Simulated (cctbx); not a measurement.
## Which space group?

Cell: a = 15.6554 Å, b = 11.5750 Å, c = 6.4670 Å, α = 90.00°, β = 113.38°, γ = 90.00°. Expected content of the cell: Pb6 Ag20 Co2 S20 O4.

The data are simulated with cctbx, not measured: synchrotron X-rays, λ = 0.6889 Å, to d = 0.77 Å, 95 % of the full sphere, strongest reflection 70000 counts, noise from counting, a 4 % proportional error and a noise floor of 4 counts (s.d.); no absorption.

A first pass over the reflections prints:

```text
9394 reflections to d = 0.770 A
centring   violations  <I/sigma> of those
    A       2244 of  4678      7.6
    B       2244 of  4682      7.6
    C          0 of  4682      0.0
    I       2265 of  4686      8.3
    R       3029 of  6238      8.5
    F       2244 of  7021      5.1
Laue class    unique    Rint  (classes that these axes allow; Friedel mates merged)
C 1 2/m 1        1303   0.050
space group    extra absences  I>4sigma  <I/sigma>
C 1 2 1                 0          0         -  acentric
C 1 m 1                 0          0         -  acentric
C 1 2/m 1               0          0         -  centric
Wilson B = 1.34 A^2   <|E^2-1|> = 1.055 (0.968 centric, 0.736 acentric)   E^2>4: 5.4 %
shell (A)         n   <I/sigma>
 9.02 - 1.54    174     23.0
 1.54 - 1.22    158     22.2
 1.22 - 1.07    165     21.2
 1.07 - 0.97    159     20.3
 0.97 - 0.90    158     20.2
 0.90 - 0.85    171     18.1
 0.85 - 0.81    151     18.2
 0.81 - 0.77    167     19.6
```

**Question.** What are the lattice type, the Laue class and the likely space group?

The reflections that C centring forbids are absent (⟨I/σ⟩ near 0), so the lattice is C.

Only C 1 2/m 1 fits these axes (Rint 0.050); a search for a hidden higher lattice was not made.

3 settings pass the absence test. No glide or screw absences show, which leaves C 1 2 1, C 1 m 1 and C 1 2/m 1.

⟨|E²−1|⟩ = 1.055 leans to a centrosymmetric structure. Here that hint misleads: the statistic assumes many like atoms on general positions, and few, heavy or special-position atoms break it. The Wilson B of 1.34 Å² means U ≈ 0.0170 Å².

The true group is C2 (no. 5), Laue class 2/m, non-centrosymmetric. The tables only narrow the choice to the tied entries; cell content, site symmetry and trial solutions must settle it.

This is a model crystal, built by substitution and not relaxed, with assumed displacement parameters.

[Logs are printed without paths, hosts, clocks, repeated set-up lines and the standing remarks that a program may print on its own settings, such as how far it seeks lower states.]
